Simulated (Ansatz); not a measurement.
# linear Si chain under tension and compression

Wanted: energy, moment and open channels of the linear Si chain from 12 % compression to 30 % stretch.

Calculated with Ansatz 0.2.0; DFT PBE, plane waves, PAW; relaxation of a chain's period, in the first sound run; inputs show where later runs differ.

### Step 1. The starting structure

The cell holds 1 atom: 1 Si. Cell: a = 7.500 Å, b = 7.500 Å, c = 2.065 Å, α = 90.0°, β = 90.0°, γ = 90.0°. Vacuum lies along a and b. The structure's axis is c.

### Step 2. Relaxation of atoms and period

Band widths follow the bond lengths, so the chain is relaxed first. The atoms and the third cell vector are free; the box across stays fixed as vacuum. Moments are seeded so that a magnetic state can form if it lies lower. A Fermi-Dirac smearing is set since the result may be a metal. The pressure printed is a third of the stress's trace over the whole box, vacuum included; only the stress along the axis is relaxed.

The input, input.yaml:

```yaml
crystal:
  lattice:
    - [7.5, 0.0, 0.0]
    - [0.0, 7.5, 0.0]
    - [0.0, 0.0, 2.0646]
  atoms:
    - { symbol: Si, position: [0.5, 0.5, 0.0], spin: 0.3 }
magnetization:
  spin_polarized: true
kpoints:
  mp_grid: { grid: [1, 1, 39] }
scf:
  occupations: { method: fermi_dirac, width: 0.05 }
hamiltonian:
  xc: pbe
relax:
  cell: { fix: [a, b, alpha, beta, gamma] }
  max_steps: 60
```

Run with:

```bash
$ ansatz run input.yaml --threads 4 --pin off --max-ram 8192MiB --backend cpu --events-out ev --progress --plain --runs-dir out
```

Numbers of over 12 decimals in the logs are rounded to 6 here.

What it wrote:

```text
Engine: ansatz 0.2.0, aarch64-unknown-linux-gnu
Pseudopotentials: kind: paw
Pseudopotential: Si, paw, valence charge 4, recommended cutoff 420 eV (normal), Si.paw.azcp
Functional definition: PBE
  parameter kappa = 0.804
  parameter beta = 0.066725
  exchange = pbe_x(kappa = kappa, mu = beta*pi^2/3)
  correlation = pbe_c(beta = beta)
Crystal: 1 atoms, lattice volume = 116.134 Å³
Basis set: ecut = 420 eV, 2279 PW (Γ), exchange–correlation on 108×108×30 points (8 copies of the dense FFT grid, shifted against one another)
Bands: 7, of which v1, the nominal top of the filled ones, is band 2 counted from 1 (1 counted from 0)
Symmetry: 16 space group operations
Space group: P4/mmm (ITA 123), of the structure as read, at distance tolerance 4.9e-5 Å
Magnetic group: BNS 123.339 (UNI 999), of the structure as read, at distance tolerance 4.9e-5 Å
k-points: 20 of 39
Non-local potential: Si, projectors of the file, l = 0: 2, l = 1: 2, l = 2: 2
PAW form: soft (Blöchl's): semilocal exchange-correlation on the pseudo side does not see the compensation charge
PAW one-centre angular grid: Si, 110 points (default); XC on 64 Gauss nodes
Initial density: superposition of atomic densities (neutral atoms: chi_scale 0, normalization atom)
Starting moments: Σ|m| = 0.3 μB on 1 of 1 site
Initial wavefunctions: pseudopotential atomic-orbital guess
Functional: x = pbe(κ = 0.804, μ = 0.219515), c = pbe(β = 0.066725)
SCF iter   1: F=—  HF=-633.886543 eV  |F-HF|=—  |Δ(HF+E_count)|=         —  Δρ=1.07e-2 (↑8.50e-3 ↓1.07e-2)  dr2=5.34e-1  dr2_m=4.83e-3  M=0.115 μB ∫|m|=0.115 μB  β_m=0.30  ethr=3.10e-3  ⟨swp⟩=6.5  Hψ=3094  notcnv=0
preconditioner: auto → none  [insulator: Δε(μ)=0.275 eV  Ē_g=9.166 eV  σ=0.050 eV  W_gap=0.52  n_scr=8 (ndim 8)  ℏωp=6.0 eV  f_vac=0.507  D(μ)=1.18/eV (n_scr^D=8)  ε∞_Penn≈1.4]
SCF iter   2: F=—  HF=-633.745337 eV  |F-HF|=—  |Δ(HF+E_count)|=   1.41e-1  Δρ=6.87e-3 (↑5.37e-3 ↓6.87e-3)  dr2=1.79e-1  dr2_m=3.71e-3  M=0.081 μB ∫|m|=0.082 μB  β_m=0.30  ethr=3.10e-3  ⟨swp⟩=1.9  Hψ=687  notcnv=0  defer=5
preconditioner: auto → LDOS  [metal: Δε(μ)=0.089 eV  Ē_g=9.060 eV  σ=0.050 eV  W_gap=0.42  n_scr=8 (ndim 8)  ℏωp=6.1 eV  f_vac=0.533  D(μ)=0.95/eV (n_scr^D=8)]
spin=Collinear: LDOS preconditioning applied to the charge; magnetization (m = ρ↑ − ρ↓) channel mixes plain (no charge-response kernel on spin).
SCF iter   3: F=—  HF=-633.689254 eV  |F-HF|=—  |Δ(HF+E_count)|=   5.61e-2  Δρ=2.32e-3 (↑2.32e-3 ↓1.65e-3)  dr2=1.25e-2  dr2_m=2.36e-3  M=0.063 μB ∫|m|=0.064 μB  β_m=0.30  ethr=3.10e-3  ⟨swp⟩=2.4  Hψ=520  notcnv=0  defer=5
SCF iter   4: F=—  HF=-633.689111 eV  |F-HF|=—  |Δ(HF+E_count)|=   1.43e-4  Δρ=1.79e-3 (↑1.27e-3 ↓1.79e-3)  dr2=5.47e-3  dr2_m=1.37e-3  M=0.054 μB ∫|m|=0.054 μB  β_m=0.30  ethr=3.11e-4  ⟨swp⟩=2.4  Hψ=553  notcnv=0  defer=20
SCF iter   5: F=—  HF=-633.688565 eV  |F-HF|=—  |Δ(HF+E_count)|=   5.46e-4  Δρ=9.28e-4 (↑9.28e-4 ↓8.55e-4)  dr2=9.54e-5  dr2_m=8.05e-4  M=0.047 μB ∫|m|=0.047 μB  β_m=0.30  ethr=1.37e-4  ⟨swp⟩=2.8  Hψ=462  notcnv=0  defer=20
SCF iter   6: F=—  HF=-633.689601 eV  |F-HF|=—  |Δ(HF+E_count)|=   1.04e-3  Δρ=6.75e-4 (↑6.75e-4 ↓6.72e-4)  dr2=4.70e-6  dr2_m=4.81e-4  M=0.041 μB ∫|m|=0.042 μB  β_m=0.30  ethr=2.38e-6  ⟨swp⟩=2.2  Hψ=480  notcnv=0  defer=20
SCF iter   7: F=—  HF=-633.690054 eV  |F-HF|=—  |Δ(HF+E_count)|=   4.53e-4  Δρ=5.28e-4 (↑5.27e-4 ↓5.28e-4)  dr2=8.92e-8  dr2_m=2.96e-4  M=0.036 μB ∫|m|=0.037 μB  β_m=0.30  ethr=1.17e-7  ⟨swp⟩=2.1  Hψ=480  notcnv=0  defer=20
Mixer restart at iter 7: flushing history
spin-set hold released at iteration 7 (site moments contracting): the magnetisation degrees of freedom join the quasi-Newton model from the next iteration; the mixer history was flushed
SCF iter   8: F=—  HF=-633.690333 eV  |F-HF|=—  |Δ(HF+E_count)|=   2.79e-4  Δρ=4.21e-4 (↑4.21e-4 ↓4.20e-4)  dr2=7.19e-8  dr2_m=1.88e-4  M=0.032 μB ∫|m|=0.033 μB  β_m=0.56  ethr=2.23e-9  ⟨swp⟩=3.2  Hψ=421  notcnv=0  defer=20
SCF iter   9: F=—  HF=-633.690861 eV  |F-HF|=—  |Δ(HF+E_count)|=   5.29e-4  Δρ=1.33e-4 (↑1.33e-4 ↓1.30e-4)  dr2=1.32e-8  dr2_m=1.83e-5  M=0.016 μB ∫|m|=0.017 μB  β_m=0.82  ethr=1.80e-9  ⟨swp⟩=4.1  Hψ=516  notcnv=0  defer=20
SCF iter  10: F=—  HF=-633.690989 eV  |F-HF|=—  |Δ(HF+E_count)|=   1.28e-4  Δρ=4.01e-5 (↑3.90e-5 ↓4.01e-5)  dr2=2.05e-9  dr2_m=1.66e-6  M=0.004 μB ∫|m|=0.005 μB  β_m=0.91  ethr=3.30e-10  ⟨swp⟩=4.7  Hψ=572  notcnv=0  defer=20
SCF iter  11: F=—  HF=-633.691000 eV  |F-HF|=—  |Δ(HF+E_count)|=   1.07e-5  Δρ=2.74e-6 (↑2.74e-6 ↓2.17e-6)  dr2=1.00e-9  dr2_m=6.12e-9  M=-0.000 μB ∫|m|=0.000 μB  β_m=0.96  ethr=5.11e-11  ⟨swp⟩=6.0  Hψ=804  notcnv=0
SCF iter  12: F=—  HF=-633.691000 eV  |F-HF|=—  |Δ(HF+E_count)|=   2.98e-8  Δρ=2.17e-7 (↑2.17e-7 ↓1.81e-7)  dr2=1.24e-10  dr2_m=2.99e-11  M=0.000 μB ∫|m|=0.000 μB  β_m=0.98  ethr=2.51e-11  ⟨swp⟩=4.0  Hψ=642  notcnv=0
SCF iter  13: F=-633.691000 eV  HF=-633.691000 eV  |F-HF|=5.91e-12  |Δ(HF+E_count)|=  1.93e-10  Δρ=7.74e-8 (↑3.94e-8 ↓7.74e-8)  dr2=6.82e-12  dr2_m=1.71e-12  M=0.000 μB ∫|m|=0.000 μB  ethr=3.11e-12  ⟨swp⟩=2.8  Hψ=541  notcnv=0
WARN: the starting moments were not kept: the SCF closed with an absolute magnetisation of 5.4e-6 μB, where they sum to 0.3 μB in size (1 site). That is at most 0.1 of that sum. Measured as dr2_m measures the in/out step, that magnetisation stands 6.7e-12 eV from none, at or under the dr2_threshold of 1.0e-7 eV: it is no larger than a step whose dr2_m would equal this threshold. The system may hold no moment; this SC [...]
SCF 1 converged in 13 iterations: F = -633.691000 eV  dr2 = 6.82e-12
  greatest PAW one-centre occupation: 0.643 electrons in one spin orbital (limit 2), on the Si atom at site 0 (counted from 0), in its partial waves of l = 0
relax step   1: F+E_penalty+E_count = -633.69099989 eV  Δ(F+E_penalty+E_count) = +0.000e0 eV  max|allowed force component| = 0.000e0 eV/Å  Δτ_max = 0.0000 Å  P = +1.099 GPa  Ω = 116.134 Å³  fix = [a, b, alpha, beta, gamma]  reactions: a +0.158, b +0.158 GPa  (13 SCF iters, dr2 threshold 1.00e-7 eV, accepted)
Crystal: 1 atoms, lattice volume = 118.536 Å³
Basis set: ecut = 420 eV, 2335 PW (Γ), exchange–correlation on 108×108×30 points (8 copies of the dense FFT grid, shifted against one another)
Initial density: handed on by an earlier stage of this run
Starting moments: Σ|m| = 0.3 μB on 1 of 1 site; this step starts from the density that it was given
Initial wavefunctions: those handed on with the density
iter 1 solved again at ethr=1.31e-4 eV; its pass at ethr=3.10e-3 eV (dr2=5.25e-3 eV) is discarded
[...]
iter 7 did not close the SCF: its close was put off for a magnetic moment that had not settled (scf_convergence_deferred on its scf_iter line)
SCF iter   7: F=-633.775329 eV  HF=-633.775329 eV  |F-HF|=2.92e-10  |Δ(HF+E_count)|=   8.18e-9  Δρ=3.97e-7 (↑3.97e-7 ↓3.46e-7)  dr2=6.36e-11  dr2_m=1.41e-10  M=-0.000 μB ∫|m|=0.000 μB  β_m=0.98  ethr=1.09e-11  ⟨swp⟩=1.1  Hψ=827  notcnv=0
SCF iter   8: F=-633.775329 eV  HF=-633.775329 eV  |F-HF|=2.27e-12  |Δ(HF+E_count)|=  5.99e-10  Δρ=4.83e-8 (↑4.83e-8 ↓3.04e-8)  dr2=1.14e-11  dr2_m=6.70e-13  M=-0.000 μB ∫|m|=0.000 μB  ethr=1.59e-12  ⟨swp⟩=1.0  Hψ=818  notcnv=0
the starting moments were not kept: the SCF closed with an absolute magnetisation of 2.0e-6 μB, where they sum to 0.3 μB in size (1 site). That is at most 0.1 of that sum. Measured as dr2_m measures the in/out step, that magnetisation stands 7.8e-13 eV from none, at or under the dr2_threshold of 1.0e-7 eV: it is no larger than a step whose dr2_m would equal this threshold.
SCF 3 converged in 8 iterations: F = -633.775329 eV  dr2 = 1.14e-11
  greatest PAW one-centre occupation: 0.684 electrons in one spin orbital (limit 2), on the Si atom at site 0 (counted from 0), in its partial waves of l = 0
relax step   3: F+E_penalty+E_count = -633.77532900 eV  Δ(F+E_penalty+E_count) = -4.568e-2 eV  max|allowed force component| = 0.000e0 eV/Å  Δτ_max = 0.0000 Å  P = +0.150 GPa  Ω = 124.198 Å³  energy of the carried Pulay correction = -1.596e-4 eV  fix = [a, b, alpha, beta, gamma]  reactions: a +0.154, b +0.154 GPa  (8 SCF iters, dr2 threshold 1.00e-7 eV, accepted)
[...]
relax step   4: F+E_penalty+E_count = -633.77558723 eV  Δ(F+E_penalty+E_count) = -2.582e-4 eV  max|allowed force component| = 0.000e0 eV/Å  Δτ_max = 0.0000 Å  P = +0.130 GPa  Ω = 124.579 Å³  energy of the carried Pulay correction = -1.667e-4 eV  fix = [a, b, alpha, beta, gamma]  reactions: a +0.153, b +0.153 GPa  (7 SCF iters, dr2 threshold 5.10e-8 eV, accepted)
[...]
relax step   5: F+E_penalty+E_count = -633.77573762 eV  Δ(F+E_penalty+E_count) = -1.504e-4 eV  max|allowed force component| = 0.000e0 eV/Å  Δτ_max = 0.0000 Å  P = +0.104 GPa  Ω = 125.120 Å³  energy of the carried Pulay correction = -1.769e-4 eV  fix = [a, b, alpha, beta, gamma]  reactions: a +0.153, b +0.153 GPa  (7 SCF iters, dr2 threshold 1.76e-8 eV, accepted)
Initial wavefunctions: pseudopotential atomic-orbital guess (no wavefunctions were taken with the density)
iter 1 solved again at ethr=2.04e-6 eV; its pass at ethr=3.10e-3 eV (dr2=8.18e-5 eV) is discarded
SCF iter   1: F=—  HF=-633.776312 eV  |F-HF|=—  |Δ(HF+E_count)|=         —  Δρ=2.56e-5 (↑2.56e-5 ↓2.56e-5)  dr2=3.01e-7  dr2_m=1.80e-12  M=-0.000 μB ∫|m|=0.000 μB  β_m=0.30  ethr=2.04e-6  ⟨swp⟩=2.8  Hψ=3802  notcnv=0
eigensolver tolerance schedule: the retry pair's looser diagonalisation over-reported the residual by 270.45 of it (diagonalisation noise at 0.22 of the residual, at the tolerance the schedule requests for it); recorded, not acted on — ethr = c·dr2/N_el stays at c = 1.0e-1
preconditioner: auto → none  [insulator: Δε(μ)=0.309 eV  Ē_g=9.466 eV  σ=0.050 eV  W_gap=0.82  n_scr=8 (ndim 8)  ℏωp=6.6 eV  f_vac=0.560  D(μ)=0.92/eV (n_scr^D=4)  ε∞_Penn≈1.5]
SCF iter   2: F=—  HF=-633.776314 eV  |F-HF|=—  |Δ(HF+E_count)|=   1.79e-6  Δρ=1.81e-5 (↑1.81e-5 ↓1.81e-5)  dr2=1.47e-7  dr2_m=1.03e-12  M=-0.000 μB ∫|m|=0.000 μB  β_m=0.64  ethr=7.53e-9  ⟨swp⟩=2.2  Hψ=356  notcnv=0
SCF iter   3: F=—  HF=-633.776316 eV  |F-HF|=—  |Δ(HF+E_count)|=   2.14e-6  Δρ=7.78e-7 (↑7.78e-7 ↓7.66e-7)  dr2=1.89e-9  dr2_m=2.14e-13  M=-0.000 μB ∫|m|=0.000 μB  β_m=0.63  ethr=3.67e-9  ⟨swp⟩=2.0  Hψ=362  notcnv=0
SCF iter   4: F=—  HF=-633.776316 eV  |F-HF|=—  |Δ(HF+E_count)|=  4.53e-10  Δρ=3.12e-7 (↑3.12e-7 ↓3.03e-7)  dr2=2.57e-10  dr2_m=1.11e-13  M=-0.000 μB ∫|m|=0.000 μB  β_m=0.79  ethr=4.73e-11  ⟨swp⟩=1.2  Hψ=290  notcnv=0
SCF iter   5: F=—  HF=-633.776317 eV  |F-HF|=—  |Δ(HF+E_count)|=   1.09e-6  Δρ=6.80e-8 (↑6.80e-8 ↓6.40e-8)  dr2=1.57e-11  dr2_m=3.49e-14  M=-0.000 μB ∫|m|=0.000 μB  β_m=0.90  ethr=6.43e-12  ⟨swp⟩=3.0  Hψ=425  notcnv=0
SCF iter   6: F=-633.776317 eV  HF=-633.776317 eV  |F-HF|=2.27e-13  |Δ(HF+E_count)|=  8.41e-12  Δρ=4.97e-9 (↑4.97e-9 ↓4.89e-9)  dr2=1.80e-13  dr2_m=8.06e-15  M=-0.000 μB ∫|m|=0.000 μB  ethr=1.00e-12  ⟨swp⟩=5.2  Hψ=751  notcnv=0
the starting moments were not kept: the SCF closed with an absolute magnetisation of 2.4e-7 μB, where they sum to 0.3 μB in size (1 site). That is at most 0.1 of that sum. Measured as dr2_m measures the in/out step, that magnetisation stands 8.6e-15 eV from none, at or under the dr2_threshold of 1.0e-11 eV: it is no larger than a step whose dr2_m would equal this threshold.
SCF 6 converged in 6 iterations: F = -633.776317 eV  dr2 = 1.80e-13
relax step   6: F+E_penalty+E_count = -633.77631683 eV  Δ(F+E_penalty+E_count) = -5.792e-4 eV  max|allowed force component| = 0.000e0 eV/Å  Δτ_max = 0.0000 Å  P = +0.111 GPa  Ω = 125.120 Å³  fix = [a, b, alpha, beta, gamma]  reactions: a +0.155, b +0.155 GPa  stress off target by 2.31e-2 GPa on what of the cell is left free  SCF on the basis re-selected at this cell (its energy is not comparable with the rows above)  (6 SCF iters)
basis re-selected at this cell: Δ(F+E_penalty+E_count) = -5.792e-4 eV, ΔP = +0.007 GPa vs the last step (what re-selecting the basis moved, of the pressure what is left beyond the Pulay correction that the steps carried, after the strain that the cell walked since its last selection, with what the two solves' SCF thresholds leave and, on support functions, any second-order correction that the steps lacked; it is no measure of the basis error at this ecutwfc). This SCF's stress stands 2.31e-2 GPa from its target on what of the cell is left free (relax.cell.stress_tol is 5.00e-2 GPa) and its largest allowed force component is 0.00e0 eV/Å (relax.f_tol is 1.00e-2 eV/Å): [rest of the remark cut]
SCF converged after 6 iterations
Magnetization: -0.0000 μB (2.0000 up, 2.0000 down)
Absolute magnetization: 0.0000 μB (∫|ρ↑−ρ↓|, with the PAW one-centre terms)
Spin contamination: 0.0000 ħ² per cell (⟨S²⟩ above its minimum at these occupations)
Per-site moments (μB) at R_I (Å): [(-8.453267101655076e-8, 0.917548)]
Free energy (F): -633.776317 eV
Harris-Foulkes:  -633.776317 eV  (|F-HF|=2.27e-13)
Internal energy: -633.768600 eV  (E = F + TS)
E sigma→0 (E₀):  -633.772459 eV
Entropy (-TS):   -0.007717 eV (-7.717 meV/atom)
Fermi energy:    -3.326362 eV
--- Per-component energies (eV) ---
  E_band       = -28.935989
  E_kinetic    = 36.992316
  E_local      = -173.382683  (includes V_loc(G=0)·N_el)
  E_nonlocal   = 26.483752
  E_hartree    = 63.330067
  E_xc         = -53.035430
  E_vxc        = -43.686288  (∫ρ·V_xc dr)
  E_paw        = -512.298620  (= ΣΔE_a)
  E_vpaw       = -2.003223  (= ΣTr[D̂ρ^β])
  E_aug_tail   = 0.000007  (compensation charges beyond the density's cutoff)
  E_ewald      = -21.858010
  E_smearing   = -0.007717  (= −TS)
  E_closure    = -0.000000  (closes the sum)
  Σ components = -633.776317   (vs F -633.776317, Δ=0.00e0)
--- Forces (eV/Å), atoms counted from 1 ---
  atom   1  Si     0.00000000     0.00000000     0.00000000
  max |Σ_I F_I| component: 1.97e-31 eV/Å
--- Stress (GPa, compression-positive) ---
        0.154961       0.000000       0.000000
        0.000000       0.154961       0.000000
        0.000000       0.000000       0.023113
  P = ⅓ Tr σ = 0.1110 GPa (1.110 kbar)
--- Relaxed structure (5 steps of the walk, 5 accepted, 1 SCFs on fresh bases) ---
  F+E_penalty+E_count = -633.77631683 eV   max|allowed force component| = 0.000e0 eV/Å   (the final SCF, on the basis selected at the relaxed cell)
  cell:  # Å, volume = 125.1201 Å³
    - [7.5, 0.0, 0.0]
    - [0.0, 7.5, 0.0]
    - [0.0, 0.0, 2.224358]
  atoms:
    - { symbol: Si, position: [0.5, 0.5, 0.0] }
```

Wall time 5.2 s (4 threads of Arm Neoverse V1, shared host); peak memory 0.35 GiB.

Step by step:

| step | energy less that of the first step (eV) | largest force component (eV/Å) | pressure (GPa) | volume (Å³) |
| --- | --- | --- | --- | --- |
| 1 | 0.0000 | 0.0000 | 1.10 | 116.13 |
| 2 | -0.0386 | 0.0000 | 0.86 | 118.54 |
| 3 | -0.0843 | 0.0000 | 0.15 | 124.20 |
| 4 | -0.0846 | 0.0000 | 0.13 | 124.58 |
| 5 | -0.0847 | 0.0000 | 0.10 | 125.12 |
| 6* | -0.0853 | 0.0000 | 0.11 | 125.12 |

Relaxation steps marked * repeat the geometry before them on a plane-wave basis chosen anew for their cell, so energy and pressure can jump there.

| cell as run | before | after | change |
| --- | --- | --- | --- |
| c (Å) | 2.065 | 2.224 | +7.7 % |

The relaxed structure:

```xyz
1
Lattice="7.5000 0.0000 0.0000 0.0000 7.5000 0.0000 0.0000 0.0000 2.2244" Properties=species:S:1:pos:R:3
Si    3.7500    3.7500    0.0000
```

Numbers from this step:

| Property | Result |
| --- | --- |
| energy at zero smearing | -633.7725 eV |
| cell length along the wire | 2.224 Å |

The cell's length comes to 2.224 Å with no moment.

### Step 3. The chain at a fixed length, period over the relaxed period 0.88, k-mesh 1×1×41

This step: DFT PBE, plane waves, PAW; channels and complex bands of a perfect chain (Ansatz 0.2.0).

The period is set to 0.88 times the relaxed one: shorter bonds widen the bands.

The cell differs from the one that the last finished run ended in (c 2.224 → 1.957 Å).

input.yaml, the sections that differ from step 2:

```yaml
crystal:
  lattice:
    - [7.5, 0.0, 0.0]
    - [0.0, 7.5, 0.0]
    - [0.0, 0.0, 1.957434838]
  atoms:
    - { symbol: Si, position: [0.5, 0.5, 0.0], spin: 0.3 }
kpoints:
  mp_grid: { grid: [1, 1, 41] }
output:
  transmission:
    e_range: [-2, 2]
    de: 0.035
    kmesh: [1, 1]
    reduced_basis: true
    leads: [[0, 0]]
  stress: true
# magnetization, scf, hamiltonian: as in step 2
# relax: removed
```

What it wrote:

```text
[...]
Crystal: 1 atoms, lattice volume = 110.106 Å³
Basis set: ecut = 420 eV, 2119 PW (Γ)
Bands: 7, of which v1, the nominal top of the filled ones, is band 2 counted from 1 (1 counted from 0)
Symmetry: 16 space group operations
[...]
k-points: 21 of 41
[...]
Starting moments: Σ|m| = 0.3 μB on 1 of 1 site
[...]
SCF iter   1: F=—  HF=-633.781802 eV  |F-HF|=—  |Δ(HF+E_count)|=         —  Δρ=1.35e-2 (↑1.13e-2 ↓1.35e-2)  dr2=8.04e-1  dr2_m=8.75e-3  M=0.056 μB ∫|m|=0.056 μB  β_m=0.30  ethr=3.10e-3  ⟨swp⟩=6.5  Hψ=3245  notcnv=0
[...]
SCF iter  13: F=-633.472572 eV  HF=-633.472572 eV  |F-HF|=0.00e0  |Δ(HF+E_count)|=  2.61e-11  Δρ=8.13e-9 (↑8.13e-9 ↓7.63e-9)  dr2=6.77e-14  dr2_m=4.70e-14  M=-0.000 μB ∫|m|=0.000 μB  ethr=1.00e-12  ⟨swp⟩=2.0  Hψ=541  notcnv=0
SCF 1 converged in 13 iterations: F = -633.472572 eV  dr2 = 6.77e-14
[...]
transmission: 6 of 36 steps passed
transmission: 9 of 36 steps passed
[...]
transmission: 36 of 36 steps passed
SCF converged after 13 iterations
Magnetization: -0.0000 μB (2.0000 up, 2.0000 down)
Absolute magnetization: 0.0000 μB (∫|ρ↑−ρ↓|, with the PAW one-centre terms)
[...]
Per-site moments (μB) at R_I (Å): [(9.722257470225902e-9, 0.807442)]
Free energy (F): -633.472572 eV
[...]
Internal energy: -633.467035 eV  (E = F + TS)
E sigma→0 (E₀):  -633.469803 eV
Entropy (-TS):   -0.005537 eV (-5.537 meV/atom)
Fermi energy:    -2.985727 eV
[...]
--- Stress (GPa, compression-positive) ---
        0.154195       0.000000       0.000000
        0.000000       0.154195       0.000000
        0.000000       0.000000      10.287451
  P = ⅓ Tr σ = 3.5319 GPa (35.319 kbar)
--- Band table (eV; the first three rows and the last of 42) ---
[...]
--- Transmission ---
  basis      : 497 plane waves across, 3 finite elements along
  points     : 1, standing for a mesh of 1 x 1
  filling    : by the input's occupations and mesh, since the crystals that have channels conduct as metals do. If one of these is a semiconductor, that mesh has misplaced its level
  energies   : 115 from -2.000000 to 1.990000 eV about the Fermi level, 0.035000 eV apart; the leads are filled to 0.000000 eV, and channels, transmission and decay are at -0.005000 eV
  crystal 0  : Si1, at the sites [0, 0], period 1.9574 Å: whole cells are its period
    offset         : up to 0.0000 Å between an atom of the period and one for which it stands
    filled         : 52.2 meV under the level at which it is neutral
    channels       : 2.000000e0 up, 2.000000e0 down
    conductance    : 2.7549e14 S/m² at 300 K; may be off by some 0.0 % by where its bands' edges are placed, 0.0 % from the distance to neutral
```

Run time: 15 s. Hardware: 4 threads; peak memory 0.38 GiB.

The column dr2 measures how far the density is from self-consistency, as an energy; F and HF (Harris–Foulkes) agree once it is small.

Numbers from this step:

```yaml
energy_at_zero_smearing: -633.4698 eV
channels_at_the_energy_nearest_the_fermi_level_spin_up: 2
channels_at_the_energy_nearest_the_fermi_level_spin_down: 2
conductance_of_the_lead_as_this_run_defines_it: 2.000 G₀
band_gap: 0 eV
```

Open channels of the lead against energy, zero at the Fermi level:

| energy (eV) | spin up | spin down |
| --- | --- | --- |
| -2.00 | 2 | 2 |
| -1.90 | 2 | 2 |
| -1.79 | 2 | 2 |
| -1.69 | 2 | 2 |
| -1.58 | 2 | 2 |
| -1.48 | 2 | 2 |
| -1.37 | 2 | 2 |
| -1.23 | 2 | 2 |
| -1.12 | 2 | 2 |
| -1.02 | 2 | 2 |
| -0.92 | 2 | 2 |
| -0.81 | 2 | 2 |
| -0.70 | 2 | 2 |
| -0.60 | 2 | 2 |
| -0.49 | 2 | 2 |
| -0.39 | 2 | 2 |
| -0.28 | 2 | 2 |
| -0.18 | 2 | 2 |
| -0.07 | 2 | 2 |
| -0.01 | 2 | 2 |
| 0.07 | 2 | 2 |
| 0.17 | 2 | 2 |
| 0.28 | 2 | 2 |
| 0.38 | 2 | 2 |
| 0.48 | 2 | 2 |
| 0.59 | 2 | 2 |
| 0.69 | 2 | 2 |
| 0.80 | 2 | 2 |
| 0.91 | 2 | 2 |
| 1.01 | 3 | 3 |
| 1.11 | 3 | 3 |
| 1.22 | 3 | 3 |
| 1.36 | 3 | 3 |
| 1.47 | 3 | 3 |
| 1.57 | 3 | 3 |
| 1.68 | 3 | 3 |
| 1.78 | 3 | 3 |
| 1.89 | 3 | 3 |
| 1.99 | 3 | 3 |

At the computed energy nearest the Fermi level there are 2 spin-up and 2 spin-down channels, and the thermal average gives 2.00 G₀.

[end of part 1 of 3]

[Logs are printed without paths, hosts, clocks, repeated set-up lines and the standing remarks that a program may print on its own settings, such as how far it seeks lower states.]

[Hosts, paths, dates, database ids (printed as entryN), source tags and the programs' standing remarks are cut or masked in the printed files.]
